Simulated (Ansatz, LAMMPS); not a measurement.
# Glassy 96B2O3-4CaO (mol %) (117 atoms): a single point, part 2 of 2

What does DFT give for glassy 96B2O3-4CaO (mol %) (117 atoms) as built?

Ansatz 0.2.0; Kohn-Sham DFT, PBE, PAW (set soft_2), plane waves.

The cell: 46 B, 1 Ca and 70 O. The quench rate of 300 K/ps is many orders above laboratory rates. The network of bonds at the start is that of the classical potential that made the cell. Sampling is at Γ alone, for a cell whose shortest periodic width is 11 Å.

So far. Step 3 (Plane-wave single point): Valence density in the bc plane at fractional x = 0.360, with atoms of B and O within 0.2 Å of it. It is the smooth field of the valence electrons, not physical close to the nuclei.

## (3) Plane-wave single point (continued)

Electrostatic potential energy in the bc plane at fractional x = 0.360, with atoms of B and O within 0.2 Å of it. With pseudopotentials it is smooth inside the atoms' cores, unlike the true potential.

Ten even steps from '0' (-40 eV) to '9' (9 eV), each cell a mean:
```
99999999999899999999999999999999
99999999987678999999999999999999
99999999874357899999999999999999
99999999986533688898999999999999
99999999998865788842478899999999
99999999999999998710058899999999
99999999999999999842479999999999
99999999999999999999999999999999
88999999998889999999999999999998
36899999885114999999999999999863
03799999884003899999999999999720
13589999998657999999999999999841
50028999999999999999999999999987
61017999999999999899999999999999
96434789999999987668999998899999
98400489999999973004533776789999
98632458999999862003100331478999
99887558999998324557523654421489
99999999999998436899999988500179
99999999999999989999999999842368
89999999999999999999999999973015
78999999999999999999999999972004
68999999999999999999999999986456
88999999999999999999999999999888
```
Columns run along b (11.2 Å; values clipped at the 3rd and 97th percentile), rows up along c (11.2 Å). Atoms in or near the plane, at fractional coordinates: B at (0.92, 0.11), B at (0.55, 0.32), B at (0.99, 0.55), O at (0.37, 0.57), O at (0.88, 0.22), O at (0.67, 0.30), O at (0.07, 0.45), O at (0.60, 0.76).

Forces differ by site in this geometry: O atoms with 3 neighbours bear 1.4 eV/Å on average, against 0.66 eV/Å for those with 2. Mean Löwdin charges: B +0.67, Ca +1.83, O -0.39 e (they miss 0.91 % of the electrons, so they add up to more than the cell's charge). The largest share in the top eV of filled states is O p (97 % of the projected weight), and in the lowest eV of empty states B p (73 % of the projected weight).

## (4) Distances and neighbours

These statistics describe the geometry on which the runs were made.

Density 1.96 g/cm³, 12.01 Å³ an atom.

Pair distribution functions g(r), in bins of 0.2 Å:

```
r (Å)  total   O-O   O-B  O-Ca   B-B  B-Ca  Ca-Ca
 1.30   3.98  0.00  8.45  0.00  0.00  0.00   0.00
 1.50   1.91  0.00  4.05  0.00  0.00  0.00   0.00
 1.70   0.00  0.00  0.00  0.00  0.00  0.00   0.00
 1.90   0.00  0.00  0.00  0.00  0.00  0.00   0.00
 2.10   0.00  0.00  0.00  0.00  0.00  0.00   0.00
 2.30   0.62  1.70  0.00  1.42  0.00  0.00   0.00
 2.50   1.65  3.92  0.09  8.81  0.64  1.83   0.00
 2.70   0.77  0.06  0.16  0.00  4.30  0.00   0.00
 2.90   0.38  0.48  0.25  0.00  0.37  4.26   0.00
 3.10   0.87  1.03  0.97  0.79  0.16  1.25   0.00
 3.30   1.07  1.10  1.18  0.00  0.72  2.30   0.00
 3.50   1.21  0.60  1.70  1.33  1.08  2.91   0.00
 3.70   1.45  0.80  2.17  0.61  0.81  1.73   0.00
 3.90   1.02  0.77  1.33  0.00  0.72  0.00   0.00
 4.10   1.09  1.07  0.99  1.44  1.44  0.00   0.00
 4.30   1.01  1.11  0.73  3.50  1.45  0.65   0.00
 4.50   1.07  1.50  0.86  0.81  0.83  0.00   0.00
 4.70   1.03  1.50  0.65  0.37  1.19  0.56   0.00
 4.90   0.94  0.97  0.90  0.67  1.08  0.50   0.00
 5.10   0.99  0.83  0.98  0.30  1.45  0.94   0.00
 5.30   0.96  0.96  1.02  0.00  0.82  1.28   0.00
 5.50   0.97  0.89  1.05  1.06  0.93  0.78   0.00
```

Bonds by pair of elements; cutoffs follow the first minimum of g(r), held within bounds set by covalent radii, and pairs that aren't listed don't count as bonded:

| pair A-B | cutoff (Å) | bonds | mean length (Å) | spread (Å) | shortest (Å) | B about A | A about B |
| --- | --- | --- | --- | --- | --- | --- | --- |
| O-B | 1.83 | 140 | 1.40 | 0.019 | 1.38 | 2 | 3.04 |
| O-Ca | 2.93 | 8 | 2.50 | 0.075 | 2.38 | 0.114 | 8 |

How many atoms have how many bonded neighbours:

| element | mean | 2 | 3 | 4 | 8 |
| --- | --- | --- | --- | --- | --- |
| B | 3.04 | 0 | 44 | 2 | 0 |
| Ca | 8 | 0 | 0 | 0 | 1 |
| O | 2.11 | 62 | 8 | 0 | 0 |

Bond angles, per cent of each kind in bins of 5°:

| angle (°) | O-B-O | B-O-B | O-Ca-O | B-O-Ca |
| --- | --- | --- | --- | --- |
| 55–60 | 0.0 | 0.0 | 21.4 | 0.0 |
| 60–65 | 0.0 | 0.0 | 0.0 | 0.0 |
| 65–70 | 0.0 | 0.0 | 3.6 | 0.0 |
| 70–75 | 0.0 | 0.0 | 3.6 | 6.2 |
| 75–80 | 0.0 | 0.0 | 10.7 | 12.5 |
| 80–85 | 0.0 | 0.0 | 0.0 | 0.0 |
| 85–90 | 0.0 | 0.0 | 0.0 | 12.5 |
| 90–95 | 0.0 | 0.0 | 3.6 | 18.8 |
| 95–100 | 0.0 | 0.0 | 10.7 | 6.2 |
| 100–105 | 0.0 | 0.0 | 3.6 | 0.0 |
| 105–110 | 4.2 | 0.0 | 3.6 | 0.0 |
| 110–115 | 6.9 | 0.0 | 14.3 | 18.8 |
| 115–120 | 47.2 | 0.0 | 3.6 | 0.0 |
| 120–125 | 38.9 | 0.0 | 0.0 | 0.0 |
| 125–130 | 2.8 | 2.9 | 7.1 | 6.2 |
| 130–135 | 0.0 | 8.6 | 3.6 | 6.2 |
| 135–140 | 0.0 | 10.0 | 0.0 | 12.5 |
| 140–145 | 0.0 | 11.4 | 0.0 | 0.0 |
| 145–150 | 0.0 | 14.3 | 0.0 | 0.0 |
| 150–155 | 0.0 | 11.4 | 0.0 | 0.0 |
| 155–160 | 0.0 | 8.6 | 0.0 | 0.0 |
| 160–165 | 0.0 | 15.7 | 7.1 | 0.0 |
| 165–170 | 0.0 | 10.0 | 3.6 | 0.0 |
| 170–175 | 0.0 | 5.7 | 0.0 | 0.0 |
| 175–180 | 0.0 | 1.4 | 0.0 | 0.0 |

Bond angles (no mean is given where the spread exceeds 20°):

```
 angle  count  mean (°)  spread (°)
 O-B-O    144       119         3.9
 B-O-B     70       152        12.4
O-Ca-O     28         -           -
B-O-Ca     16         -           -
```

Oxygen atoms by the number of network formers (Si, P, Ge, B, Al, As, Ga) bound to them:

```csv
network formers bound to O,O atoms,per cent
0,0,0
1,0,0
2,70,100
```

Network units: each former by its oxygen neighbours and how many of them bridge to another former:

```csv
former,O neighbours,bridging O,atoms
B,3,3,44
B,4,4,2
```

Bond length by coordination (bonds to H left out):

| element | coordination | atoms | mean bond length (Å) |
| --- | --- | --- | --- |
| B | 3 | 44 | 1.40 |
| B | 4 | 2 | 1.47 |
| O | 2 | 62 | 1.40 |
| O | 3 | 8 | 1.78 |

Rings of the network by King's shortest-path rule, up to 12 atoms, one path for each pair of neighbours; H, halogens, alkali and alkaline-earth atoms are left out, and the last column divides by all other atoms, bonded or not:

| ring size (atoms) | rings | per network atom |
| --- | --- | --- |
| 8 | 1 | 0.009 |
| 12 | 2 | 0.017 |

With the cutoffs above, 96 % of B atoms have 3, all Ca atoms have 8 and 89 % of O atoms have 2 bonded neighbours. The O-B-O angle averages 119° with a spread of 4°. 100 % of the oxygens bridge two formers (B) and 0 % are non-bridging. The commonest B unit has 3 oxygens, 3 of them shared with other formers (44 of 46 atoms). Rings of 12 atoms are the most common (67 % of those counted); sizes run from 8 to 12, where the search stops.

The surroundings of O109, which has 3 bonded neighbours where the commonest count for O is 2, nearest first, numbered as they follow in the input and with coordinates relative to it.

```csv
atom,x,y,z,distance (Å),bonds,Löwdin charge (e),Fx,Fy,Fz (eV/Å)
O109,0.00,0.00,0.00,0.00,3,-0.43,-0.12,-0.21,-1.49
B23,0.71,-0.45,1.12,1.40,3,0.66,1.38,0.86,3.27
B15,-0.95,1.02,-0.19,1.40,3,0.66,0.06,2.29,2.33
O71,-1.58,1.58,0.91,2.42,2,-0.38,-0.20,-0.29,-0.56
O107,0.33,-0.06,2.40,2.43,2,-0.39,-0.69,-0.18,-1.02
O93,-1.11,1.61,-1.44,2.43,3,-0.42,0.11,-1.44,0.68
O114,1.91,-1.17,1.02,2.46,2,-0.40,-0.82,0.05,-1.08
Ca47,-0.47,-0.68,-2.45,2.59,8,1.83,-0.30,0.09,-0.72
```

The column of bonds counts only the pairs O-B within 1.83 Å, O-Ca within 2.93 Å; other neighbours, such as metal atoms beside each other in a compound, aren't counted, and periodic images can show an atom twice.

## (5) Summary of results

```yaml
free_energy_per_atom: -417.0868 eV/atom
pressure: -8.873 GPa
r_m_s_force_component: 0.7392 eV/Å
spacing_of_highest_filled_and_lowest_empty_level: 4.339 eV
wall_time_of_the_1_dft_run: 5.4 s
```

Between filled and empty levels lie 4.34 eV (at Γ alone); a semilocal functional tends to put such gaps too low. In a disordered cell it changes from sample to sample, and tail or defect levels can set it. Forces differ by site in this geometry: O atoms with 3 neighbours bear 1.4 eV/Å on average, against 0.66 eV/Å for those with 2. With the cutoffs above, 96 % of B atoms have 3, all Ca atoms have 8 and 89 % of O atoms have 2 bonded neighbours. 100 % of the oxygens bridge two formers (B) and 0 % are non-bridging.

What to keep in mind: The geometry was minimised with a classical potential after classical dynamics and isn't relaxed at this level: its force components are 0.74 eV/Å r.m.s. The stress is far from hydrostatic: its diagonal is -7.0, -10.1, -9.6 GPa, compression counted positive. The classical run held zero pressure, yet DFT finds -8.9 GPa in this frame, which points to a density or bond lengths far off those of this functional.

[Logs are printed without paths, hosts, clocks, repeated set-up lines and the standing remarks that a program may print on its own settings, such as how far it seeks lower states.]

[Hosts, paths, dates, database ids (printed as entryN), source tags and the programs' standing remarks are cut or masked in the printed files.]
